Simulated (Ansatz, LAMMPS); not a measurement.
# Glassy 47SiO2-23SrO-30Li2O (mol %) (119 atoms) in motion

Aim: follow glassy 47SiO2-23SrO-30Li2O (mol %) (119 atoms) for a short time with forces from DFT, then look at structure and electrons in the last frame.

Method: Kohn-Sham DFT, r2SCAN, PAW (set soft_2), plane waves, in Ansatz 0.2.0.

## (1) The structure

The cell holds 119 atoms: 20 Si, 10 Sr, 26 Li and 63 O. Cell: a = 11.438 Å, b = 11.438 Å, c = 11.438 Å, α = 90.0°, β = 90.0°, γ = 90.0°. 119 atoms (20 Si, 10 Sr, 26 Li, 63 O) placed at random at 2.99 g/cm³, melted at 4000 K for 10 ps at fixed volume with the Morse and Coulomb pair potential with partial charges (Pedone, Malavasi, Menziani, Cormack and Segre, J. Phys. Chem. B 110, 11780 (2006)). Quenched from 4000 K to 300 K at 25 K/ps and fixed volume, held 10 ps at zero pressure.

Before any run, some limits are plain. The quench rate of 25 K/ps is many orders above laboratory rates, so the cell is likely richer in defects and strain than a real sample. The network of bonds at the start is that of the classical potential that made the cell. The Brillouin zone is sampled at Γ only, in a cell whose shortest periodic width is 11 Å.

## (2) Dynamics started at 300 K

Without a thermostat the total energy must stay constant, which tests forces and time step. The time step is 1.0 fs.

The input, input.yaml:

```yaml
crystal:
  lattice:
    - [11.43824, 0.0, 0.0]
    - [0.0, 11.43824, 0.0]
    - [0.0, 0.0, 11.43824]
  atoms:
    - { symbol: Si, position: [0.65973, 0.79138, 0.84851] }
    - { symbol: Si, position: [0.80255, 0.38797, 0.54823] }
    - { symbol: Si, position: [0.882, 0.25342, 0.78173] }
    - { symbol: Si, position: [0.14932, 0.73572, 0.42947] }
    [... 109 atom lines left out ...]
    - { symbol: O, position: [0.29259, 0.73684, 0.45906] }
    - { symbol: O, position: [0.14778, 0.70939, 0.29071] }
    - { symbol: O, position: [0.88955, 0.76942, 0.03876] }
    - { symbol: O, position: [0.72307, 0.92595, 0.82958] }
    - { symbol: O, position: [0.49914, 0.05152, 0.21412] }
    - { symbol: O, position: [0.98398, 0.19816, 0.71317] }
kpoints:
  mp_grid: { grid: [1, 1, 1] }
hamiltonian:
  xc: r2scan
scf:
  occupations: { method: gaussian, width: 0.025 }
output:
  forces: true
  stress: true
md:
  timestep: 1.0
  n_steps: 85
  ensemble: nve
  temperature: 300
  initial_velocities: maxwell_boltzmann
  seed: 2854
```

Started as:

```sh
ansatz run input.yaml --threads 4 --pin off --max-ram 8192MiB --backend cpu --events-out ev --progress --plain --runs-dir out
```

Run time: 51 min. Hardware: 4 threads of Arm Neoverse V1, shared host; peak memory 4.5 GiB; 3.3 h of CPU time.

The program notes that the SCF threshold is loose for the stress and it switched symmetry off.

Rows from the run:

| time (fs) | T (K) | potential (meV/atom) | conserved (meV/atom) |
| --- | --- | --- | --- |
| 0.0 | 300 | 0.0 | 0.00 |
| 6.0 | 457 | -20.3 | -0.15 |
| 11.0 | 549 | -32.1 | -0.16 |
| 17.0 | 480 | -23.2 | -0.08 |
| 23.0 | 477 | -22.7 | -0.10 |
| 28.0 | 498 | -25.5 | -0.12 |
| 34.0 | 496 | -25.2 | -0.09 |
| 40.0 | 537 | -30.5 | -0.12 |
| 45.0 | 553 | -32.5 | -0.13 |
| 51.0 | 514 | -27.5 | -0.11 |
| 57.0 | 474 | -22.3 | -0.09 |
| 62.0 | 521 | -28.5 | -0.12 |
| 68.0 | 588 | -37.0 | -0.13 |
| 74.0 | 552 | -32.5 | -0.14 |
| 79.0 | 468 | -21.6 | -0.06 |
| 85.0 | 526 | -29.1 | -0.12 |

Mean square displacement from the first frame to the last: Si 0.053 Å², Sr 0.087 Å², Li 0.25 Å², O 0.090 Å².

Mean square displacement against time lag:

| time lag (fs) | Li (Å²) | O (Å²) | Si (Å²) | Sr (Å²) |
| --- | --- | --- | --- | --- |
| 1.0 | 1.7e-4 | 7.4e-5 | 5.3e-5 | 1.6e-5 |
| 2.0 | 6.8e-4 | 3.0e-4 | 2.1e-4 | 6.4e-5 |
| 4.0 | 0.00271 | 0.00117 | 8.5e-4 | 2.6e-4 |
| 6.0 | 0.00609 | 0.00258 | 0.00187 | 5.7e-4 |
| 8.0 | 0.0108 | 0.00446 | 0.00322 | 0.00102 |
| 9.0 | 0.0136 | 0.00554 | 0.00400 | 0.00129 |
| 11.0 | 0.0200 | 0.00792 | 0.00572 | 0.00192 |
| 13.0 | 0.0275 | 0.0105 | 0.00757 | 0.00268 |
| 15.0 | 0.0358 | 0.0132 | 0.00948 | 0.00356 |
| 16.0 | 0.0403 | 0.0145 | 0.0104 | 0.00405 |
| 18.0 | 0.0496 | 0.0172 | 0.0123 | 0.00511 |
| 20.0 | 0.0593 | 0.0198 | 0.0140 | 0.00628 |
| 22.0 | 0.0692 | 0.0223 | 0.0156 | 0.00757 |
| 23.0 | 0.0742 | 0.0235 | 0.0163 | 0.00826 |
| 25.0 | 0.0842 | 0.0259 | 0.0175 | 0.00971 |
| 27.0 | 0.0940 | 0.0282 | 0.0186 | 0.0113 |
| 29.0 | 0.104 | 0.0306 | 0.0195 | 0.0129 |
| 30.0 | 0.108 | 0.0317 | 0.0199 | 0.0138 |
| 32.0 | 0.117 | 0.0342 | 0.0206 | 0.0156 |
| 34.0 | 0.126 | 0.0366 | 0.0214 | 0.0175 |
| 36.0 | 0.134 | 0.0392 | 0.0222 | 0.0195 |
| 37.0 | 0.138 | 0.0405 | 0.0227 | 0.0206 |
| 39.0 | 0.146 | 0.0432 | 0.0237 | 0.0227 |
| 41.0 | 0.153 | 0.0459 | 0.0248 | 0.0249 |
| 43.0 | 0.160 | 0.0486 | 0.0261 | 0.0273 |

Over the second half of 85 fs the temperature averages 524 K with swings of 40 K r.m.s. The conserved energy stays within 0.18 meV/atom. From first frame to last Li has the largest mean square displacement, 0.25 Å² at the end; the farthest move is 1.27 Å. The mean temperature of 524 K lies well off the 300 K of the input: without a thermostat, the energy that the start releases heats the cell. The count of bonds goes from 240 in the first frame to 239 in the last, by one set of cutoffs: 12 pairs passed out of them and 11 came within. The run spans 0.09 ps, too short for its means to be equilibrium values.

## (3) Structure statistics late in the run

The g(r) is a mean over the second half; what follows it is taken at the last frame.

Density 2.91 g/cm³, 12.58 Å³ an atom.

Mean of 16 frames. Pair distribution functions g(r), in bins of 0.2 Å:

| r (Å) | total | O-O | O-Li | O-Si | O-Sr | Li-Li | Li-Si |
| --- | --- | --- | --- | --- | --- | --- | --- |
| 1.50 | 0.60 | 0.00 | 0.00 | 3.40 | 0.00 | 0.00 | 0.00 |
| 1.70 | 2.06 | 0.00 | 0.73 | 10.63 | 0.00 | 0.00 | 0.00 |
| 1.90 | 0.96 | 0.00 | 4.11 | 0.04 | 0.00 | 0.00 | 0.00 |
| 2.10 | 0.54 | 0.00 | 2.34 | 0.00 | 0.00 | 0.05 | 0.00 |
| 2.30 | 0.33 | 0.03 | 0.90 | 0.00 | 0.61 | 1.17 | 0.08 |
| 2.50 | 0.95 | 1.31 | 0.52 | 0.00 | 3.48 | 1.99 | 0.84 |
| 2.70 | 1.50 | 3.40 | 0.37 | 0.00 | 2.90 | 1.39 | 1.80 |
| 2.90 | 0.88 | 1.09 | 0.53 | 0.11 | 0.99 | 2.13 | 2.25 |
| 3.10 | 0.93 | 0.82 | 0.67 | 0.13 | 0.86 | 2.08 | 2.26 |
| 3.30 | 1.06 | 1.14 | 0.84 | 0.64 | 0.54 | 1.25 | 1.75 |
| 3.50 | 1.04 | 1.23 | 0.84 | 0.68 | 0.89 | 0.50 | 1.27 |
| 3.70 | 1.09 | 0.98 | 1.13 | 1.26 | 0.84 | 0.80 | 1.12 |
| 3.90 | 1.01 | 0.65 | 1.30 | 1.65 | 0.66 | 0.91 | 0.74 |
| 4.10 | 1.06 | 0.65 | 1.29 | 1.81 | 0.81 | 0.65 | 0.97 |
| 4.30 | 1.07 | 0.69 | 1.40 | 1.74 | 0.92 | 0.64 | 0.43 |
| 4.50 | 0.97 | 0.75 | 1.25 | 1.07 | 1.06 | 0.81 | 0.46 |
| 4.70 | 0.91 | 0.89 | 0.96 | 0.91 | 1.16 | 0.59 | 0.65 |
| 4.90 | 0.95 | 1.24 | 0.71 | 0.83 | 1.52 | 0.95 | 0.86 |
| 5.10 | 0.96 | 1.29 | 0.84 | 0.52 | 1.21 | 0.99 | 1.01 |
| 5.30 | 0.97 | 1.25 | 0.93 | 0.61 | 0.82 | 0.85 | 1.14 |
| 5.50 | 1.02 | 1.19 | 0.78 | 0.88 | 0.82 | 1.37 | 1.36 |

Bonds by pair of elements; cutoffs follow the first minimum of g(r), held within bounds set by covalent radii, and pairs that aren't listed don't count as bonded:

| pair A-B | cutoff (Å) | bonds | mean length (Å) | spread (Å) | shortest (Å) | B about A | A about B |
| --- | --- | --- | --- | --- | --- | --- | --- |
| O-Li | 2.48 | 90 | 2.01 | 0.181 | 1.65 | 1.43 | 3.46 |
| O-Si | 2.12 | 80 | 1.66 | 0.047 | 1.55 | 1.27 | 4 |
| O-Sr | 3.27 | 69 | 2.71 | 0.265 | 2.25 | 1.09 | 6.9 |

How many atoms have how many bonded neighbours:

| element | mean | 2 | 3 | 4 | 5 | 6 | 7 | 8 | 9 |
| --- | --- | --- | --- | --- | --- | --- | --- | --- | --- |
| Li | 3.46 | 0 | 15 | 10 | 1 | 0 | 0 | 0 | 0 |
| O | 3.79 | 6 | 14 | 32 | 9 | 2 | 0 | 0 | 0 |
| Si | 4 | 0 | 0 | 20 | 0 | 0 | 0 | 0 | 0 |
| Sr | 6.9 | 0 | 0 | 0 | 0 | 5 | 2 | 2 | 1 |

Bond angles (no mean is given where the spread exceeds 20°):

| angle | count | mean (°) | spread (°) |
| --- | --- | --- | --- |
| O-Si-O | 120 | 109 | 6.8 |
| O-Li-O | 115 | - | - |
| Li-O-Si | 93 | - | - |
| Li-O-Sr | 87 | - | - |

Oxygen atoms by the number of network formers (Si, P, Ge, B, Al, As, Ga) bound to them:

| network formers bound to O | O atoms | per cent |
| --- | --- | --- |
| 0 | 2 | 3.2 |
| 1 | 42 | 66.7 |
| 2 | 19 | 30.2 |

Network units: each former by its oxygen neighbours and how many of them bridge to another former:

| former | O neighbours | bridging O | atoms |
| --- | --- | --- | --- |
| Si | 4 | 1 | 7 |
| Si | 4 | 2 | 8 |
| Si | 4 | 3 | 5 |

Bond length by coordination (bonds to H left out):

| element | coordination | atoms | mean bond length (Å) |
| --- | --- | --- | --- |
| Li | 3 | 15 | 1.97 |
| Li | 4 | 10 | 2.03 |
| Li | 5 | 1 | 2.27 |
| O | 2 | 6 | 1.66 |
| O | 3 | 14 | 2.03 |
| O | 4 | 32 | 2.09 |
| O | 5 | 9 | 2.22 |
| O | 6 | 2 | 2.38 |
| Sr | 6 | 5 | 2.65 |
| Sr | 7 | 2 | 2.72 |
| Sr | 8 | 2 | 2.77 |
| Sr | 9 | 1 | 2.78 |

Rings of the network by King's shortest-path rule, up to 12 atoms, one path for each pair of neighbours; H, halogens, alkali and alkaline-earth atoms are left out, and the last column divides by all other atoms, bonded or not:

| ring size (atoms) | rings | per network atom |
| --- | --- | --- |
| 12 | 1 | 0.012 |

First main peaks of g(r), for some of the pairs, lie near 2.7 Å (O-O), 1.9 Å (O-Li), 1.6 Å (O-Si) and 2.5 Å (O-Sr). With the cutoffs above, 58 % of Li atoms have 3, 51 % of O atoms have 4, all Si atoms have 4 and 50 % of Sr atoms have 6 bonded neighbours. The O-Si-O angle averages 109° with a spread of 7°. 30 % of the oxygens bridge two formers (Si) and 67 % are non-bridging; 3 % join none. The commonest Si unit has 4 oxygens, 2 of them shared with other formers (8 of 20 atoms). All rings counted have 12 atoms.

## (4) Single point at the last frame

The last frame is solved again with fuller output, to read the electronic structure of a thermally displaced geometry.

The input, input.yaml:

```yaml
crystal:
  lattice:
    - [11.43824, 0.0, 0.0]
    - [0.0, 11.43824, 0.0]
    - [0.0, 0.0, 11.43824]
  atoms:
    - { symbol: Si, position: [0.63849, 0.81398, 0.8335] }
    - { symbol: Si, position: [0.79553, 0.38093, 0.55416] }
    - { symbol: Si, position: [0.87532, 0.24651, 0.79659] }
    - { symbol: Si, position: [0.15262, 0.73909, 0.41139] }
    [... 109 atom lines left out ...]
    - { symbol: O, position: [0.29507, 0.73623, 0.4336] }
    - { symbol: O, position: [0.15981, 0.74279, 0.26353] }
    - { symbol: O, position: [0.886, 0.77496, 0.02748] }
    - { symbol: O, position: [0.71719, 0.93651, 0.81167] }
    - { symbol: O, position: [0.48321, 0.04702, 0.23754] }
    - { symbol: O, position: [0.97182, 0.17177, 0.72461] }
kpoints:
  mp_grid: { grid: [1, 1, 1] }
hamiltonian:
  xc: r2scan
scf:
  occupations: { method: gaussian, width: 0.025 }
output:
  forces: true
  stress: true
  populations: true
  dos:
    method: { smearing: { sigma: 0.1 } }
    de: 0.1
    projected: { site_lists: { Li: [Li], O: [O], Si: [Si], Sr: [Sr] } }
  eigenvalues: true
  write_density: true
  write_potential: true
  volumetric_format: npy
```

It took 81 s on 4 threads; peak memory 4.5 GiB; 5.3 min of CPU time.

The run gave:

```yaml
free_energy: -89645.5597 eV
free_energy_per_atom: -753.3240 eV/atom
scf_cycles: 10
pressure: -3.824 GPa
r_m_s_force_component: 0.9073 eV/Å
longest_force: 3.998 eV/Å
fermi_energy: 6.293 eV
spacing_of_highest_filled_and_lowest_empty_level: 3.765 eV
spilling_of_the_projection: 0.01287
```

Neighbours are counted within 2.48 Å (O-Li), 2.12 Å (O-Si), 3.27 Å (O-Sr), the cutoffs taken from the dynamics.

Length of the force by element and coordination:

| element | coordination | atoms | mean length of the force (eV/Å) | spread | least | most |
| --- | --- | --- | --- | --- | --- | --- |
| Li | all | 26 | 0.724 | 0.360 | 0.108 | 1.71 |
| Li | 3 | 15 | 0.608 | 0.334 | 0.108 | 1.51 |
| Li | 4 | 10 | 0.902 | 0.344 | 0.399 | 1.71 |
| Li | 5 | 1 | 0.694 | 0 | 0.694 | 0.694 |
| O | all | 63 | 1.50 | 0.876 | 0.230 | 4.00 |
| O | 2 | 6 | 1.38 | 0.629 | 0.664 | 2.18 |
| O | 3 | 14 | 1.46 | 0.640 | 0.263 | 2.59 |
| O | 4 | 32 | 1.67 | 1.03 | 0.230 | 4.00 |
| O | 5 | 9 | 1.23 | 0.545 | 0.431 | 2.18 |
| O | 6 | 2 | 0.539 | 0.0514 | 0.487 | 0.590 |
| Si | all | 20 | 1.94 | 0.62 | 0.832 | 3.52 |
| Sr | all | 10 | 0.666 | 0.251 | 0.407 | 1.35 |
| Sr | 6 | 5 | 0.565 | 0.144 | 0.407 | 0.798 |
| Sr | 7 | 2 | 0.611 | 0.0127 | 0.598 | 0.624 |
| Sr | 8 | 2 | 0.976 | 0.372 | 0.605 | 1.35 |
| Sr | 9 | 1 | 0.662 | 0 | 0.662 | 0.662 |

Löwdin charges by element and coordination (they lack the spilled electrons, 0.069 e an atom on average):

| element | coordination | atoms | mean charge (e) | spread | least | most |
| --- | --- | --- | --- | --- | --- | --- |
| Li | all | 26 | 0.769 | 0.0201 | 0.726 | 0.798 |
| Li | 3 | 15 | 0.775 | 0.0178 | 0.744 | 0.798 |
| Li | 4 | 10 | 0.760 | 0.0207 | 0.726 | 0.792 |
| Li | 5 | 1 | 0.772 | 0 | 0.772 | 0.772 |
| O | all | 63 | -0.995 | 0.108 | -1.35 | -0.823 |
| O | 2 | 6 | -0.834 | 0.01 | -0.852 | -0.823 |
| O | 3 | 14 | -0.947 | 0.0833 | -1.06 | -0.834 |
| O | 4 | 32 | -1.01 | 0.0704 | -1.09 | -0.858 |
| O | 5 | 9 | -1.08 | 0.0971 | -1.35 | -1.03 |
| O | 6 | 2 | -1.21 | 0.141 | -1.35 | -1.06 |
| Si | all | 20 | 1.64 | 0.0471 | 1.54 | 1.71 |
| Sr | all | 10 | 1.81 | 0.0163 | 1.79 | 1.84 |
| Sr | 6 | 5 | 1.81 | 0.0129 | 1.79 | 1.82 |
| Sr | 7 | 2 | 1.81 | 0.0162 | 1.80 | 1.83 |
| Sr | 8 | 2 | 1.82 | 0.0206 | 1.80 | 1.84 |
| Sr | 9 | 1 | 1.82 | 0 | 1.82 | 1.82 |

States in the cell by windows of 1 eV, zero at the Fermi level; the larger projections on atomic orbitals stand beside the total:

| from (eV) | to (eV) | total | O p | Si p |
| --- | --- | --- | --- | --- |
| -10 | -9 | 11.9 | 8.3 | 1.2 |
| -9 | -8 | 13.9 | 10.2 | 1.9 |
| -8 | -7 | 28.3 | 21.2 | 3.1 |
| -7 | -6 | 52.1 | 41.9 | 5.6 |
| -6 | -5 | 63.0 | 55.1 | 3.1 |
| -5 | -4 | 86.8 | 80.2 | 1.8 |
| -4 | -3 | 78.5 | 74.9 | 0.8 |
| -3 | -2 | 27.9 | 26.5 | 0.1 |
| -2 | -1 | 1.8 | 1.7 | 0.0 |
| -1 | 1 | 0.0 | 0.0 | 0.0 |
| 1 | 2 | 1.9 | 0.0 | 0.0 |
| 2 | 3 | 2.1 | 0.2 | 0.1 |
| 3 | 4 | 25.6 | 2.0 | 1.9 |
| 4 | 5 | 39.3 | 3.1 | 4.8 |

Between -26 and -10 eV lie 200 more states.

The stored curve holds about 564 of the 636 electrons; the rest, give or take the few that broadening carries across the Fermi level, lie in deeper levels below its range.

The levels nearest the highest filled one (over half full), pooled over k-points and spins:

| level less the highest filled one (eV) | occupation |
| --- | --- |
| -0.636 | 2 |
| -0.609 | 2 |
| -0.513 | 2 |
| -0.492 | 2 |
| -0.375 | 2 |
| 0 | 2 |
| 3.76 | 0 |
| 4.79 | 0 |
| 5.01 | 0 |
| 5.14 | 0 |
| 5.19 | 0 |
| 5.36 | 0 |

Mean Löwdin charges: Li +0.77, O -0.99, Si +1.64, Sr +1.81 e (they miss 1.3 % of the electrons, so they add up to more than the cell's charge).

## (5) Results

* mean temperature, second half: 524.2 K
* temperature swing, second half: 39.6 K
* mean pressure, second half: -1.241 GPa
* slope of the conserved energy against time, by least squares: -0.0541 meV/atom/ps
* free energy per atom: -753.3240 eV/atom
* pressure: -3.824 GPa
* r.m.s. force component: 0.9073 eV/Å
* gap (highest filled to lowest empty level): 3.765 eV
* wall time of the 2 DFT runs: 52 min

What this shows: Over the second half of 85 fs the temperature averages 524 K with swings of 40 K r.m.s. The conserved energy stays within 0.18 meV/atom. The mean temperature of 524 K lies well off the 300 K of the input: without a thermostat, the energy that the start releases heats the cell. The count of bonds goes from 240 in the first frame to 239 in the last, by one set of cutoffs: 12 pairs passed out of them and 11 came within. The run spans 0.09 ps, too short for its means to be equilibrium values. With the cutoffs above, 58 % of Li atoms have 3, 51 % of O atoms have 4, all Si atoms have 4 and 50 % of Sr atoms have 6 bonded neighbours. 30 % of the oxygens bridge two formers (Si) and 67 % are non-bridging; 3 % join none.

The highest filled and lowest empty levels differ by 3.76 eV (at Γ alone); a semilocal functional tends to put such gaps too low. In a disordered cell it changes from sample to sample, and tail or defect levels can set it.

What to keep in mind: The network of bonds at the start is that of the classical potential that made the cell; in DFT 12 of its 240 bonded pairs passed out of the cutoffs and 11 came within them. The stress is far from hydrostatic: its diagonal is -5.6, -2.2, -3.7 GPa, compression counted positive. The pressure of -3.8 GPa is that of one thermal frame at a volume set beforehand, without the kinetic term.

[Logs are printed without paths, hosts, clocks, repeated set-up lines and the standing remarks that a program may print on its own settings, such as how far it seeks lower states.]

[Hosts, paths, dates, database ids (printed as entryN), source tags and the programs' standing remarks are cut or masked in the printed files.]
